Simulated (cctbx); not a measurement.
**What is wrong with this refinement?**

Cell a = 4.6030 Å, b = 4.6030 Å, c = 11.1370 Å, α = 90.00°, β = 90.00°, γ = 90.00°; space group I4/mmm (no. 139). The compound is YPt2Pb2.

Simulated single-crystal data (cctbx): synchrotron X-rays, λ = 0.6889 Å, to d = 0.8 Å, 70 % of the full sphere, strongest reflection 70000 counts, noise from counting, a 4 % proportional error and a noise floor of 8 counts (s.d.); no absorption.

An anisotropic refinement with weights 1/σ² prints:

```text
Rint 0.032, 92 unique reflections to 0.80 A
cycle     R1     wR2    GooF  max shift (A)
   1  0.0326  0.1361   7.097   0.00019
   2  0.0163  0.0628   3.277   0.00000
final R1 0.0163 wR2 0.0628 GooF 3.277  parameters 7  data/parameter 13.1
atom        x        y        z      Ueq    occ   su(xyz)  su(Uiso or U11)
Pt1    0.00000  0.00000  0.36628   0.0118  1.000  0.00007  0.0005
Pb1    0.00000  0.50000  0.25000   0.0152  1.000  0.00000  0.0005
Y1     0.00000  0.00000  0.00000   0.0197  1.000  0.00000  0.0011
difference map: max 1.97 min -1.34 rms 0.35
Q1    0.0000  0.0000  0.3924    4    2.03  0.29 A from Pt1
Q2    0.0000  0.0000  0.1431    4    0.56  1.59 A from Y1
Q3    0.0000  0.0000  0.5000    2    0.53  1.49 A from Pt1
Q4    0.1579  0.1579  0.4605   16    0.51  1.47 A from Pt1
Q5    0.2333  0.2333  0.3664   16    0.48  1.52 A from Pt1
Q6    0.1899  0.3101  0.2500   16    0.47  1.24 A from Pb1
```

Q: Accept it or mend it, and why?

Mend it. The fault: elements exchanged: Pb1 is Pt and Pt1 is Pb. Against the right model at the same level, R1 goes from 0.0072 to 0.0163 and GooF from 0.82 to 3.28 and the top difference peak, 2.0 e/Å³, lies on Pt1. Pb1 has 4 electrons too many and its U swells to shed them, as expected; Pt1 has 4 electrons too few and its U shrinks to make up, as expected.

The compound is YPt2Pb2. The right model at the same level gives:

```text
Rint 0.032, 92 unique reflections to 0.80 A
cycle     R1     wR2    GooF  max shift (A)
   1  0.0074  0.0163   0.850   0.00001
   2  0.0072  0.0157   0.821   0.00000
final R1 0.0072 wR2 0.0157 GooF 0.821  parameters 7  data/parameter 13.1
atom        x        y        z      Ueq    occ   su(xyz)  su(Uiso or U11)
Pb1    0.00000  0.00000  0.36630   0.0136  1.000  0.00002  0.0001
Pt1    0.00000  0.50000  0.25000   0.0136  1.000  0.00000  0.0001
Y1     0.00000  0.00000  0.00000   0.0197  1.000  0.00000  0.0003
difference map: max 0.59 min -0.68 rms 0.18
Q1    0.1002  0.1002  0.4521   16    0.64  1.16 A from Pb1
Q2    0.0000  0.1766  0.1782   16    0.53  1.69 A from Pt1
Q3    0.0000  0.0000  0.1337    4    0.53  1.49 A from Y1
Q4    0.0000  0.5000  0.2500    4    0.46  0.00 A from Pt1
Q5    0.2500  0.2500  0.2500    8    0.39  1.63 A from Pt1
Q6    0.2551  0.2551  0.1164   16    0.38  1.61 A from Pb1
```

The model is made up (kin elements in a known structure type, no relaxation), so it says nothing on whether the phase exists.

[Middle refinement cycles are left out of these outputs.]

[Logs are printed without paths, hosts, clocks, repeated set-up lines and the standing remarks that a program may print on its own settings, such as how far it seeks lower states.]
